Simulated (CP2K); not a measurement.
Consider hexafluoropropene at its PBE geometry (Å).

```xyz
9

F     2.4721   -0.2700    0.7499
C     1.3549    0.2449    0.2603
F     1.5285    1.4776   -0.1880
C     0.1983   -0.4285    0.2374
F     0.1555   -1.6863    0.7459
C    -1.1042    0.0592   -0.3179
F    -2.0660    0.0880    0.6557
F    -1.0040    1.3128   -0.8479
F    -1.5352   -0.7977   -1.2955
```

Method: CP2K XAS_TDP, all-electron GAPW, PBEh(45%), aug-cc-pVDZ, TDA, GW2X-corrected core level, no relativity.

**Question.** Where do the C K-edge lines lie, and how strong are they?

Leading lines: C2 292.03 eV, C4 290.27 eV and C6 296.50 eV. The leading line of an atom is its first one with 35 % of the strongest within 2.5 eV of its lowest line over the strength cut. Core ionisation energies at this level: C4 296.23, C6 301.19 and C2 298.82 eV.

The first six lines of each atom with a strength over 0.0015:

```csv
atom,energy (eV),states,"strength, one atom",above the computed threshold
C2 (bonded to C and 2 F),292.03,1,0.0691,
,294.49,1,0.0496,
,295.66,1,0.0205,
,298.13,1,0.0045,
,298.43,1,0.0067,
,298.59,1,0.0051,
C4 (bonded to 2 C and F),290.27,1,0.0469,
,291.57,1,0.0392,
,294.32,1,0.0061,
,295.63,1,0.0053,
,295.79,1,0.0123,
,296.16,1,0.0062,
C6 (bonded to C and 3 F),296.50,1,0.0517,
,296.77,1,0.0700,
,298.84,1,0.0543,
,299.98,1,0.0417,
,300.04,1,0.0246,
,300.36,1,0.0111,
```

Lines are vertical, at one geometry, with no vibrational structure. GW2X ionisation energies and lines can be off by 1 to 2 eV either way, and a good line position may hide errors that cancel. These values hold no scalar relativity, about 0.1 eV for C 1s. Rydberg lines, and the discretised continuum above threshold, depend on the basis and the box.

[Banner, clock and machine lines of the logs are left out without a mark of their own.]

[Logs are printed without paths, hosts, clocks, repeated set-up lines and the standing remarks that a program may print on its own settings, such as how far it seeks lower states.]

[Hosts, paths, dates, database ids (printed as entryN), source tags and the programs' standing remarks are cut or masked in the printed files.]
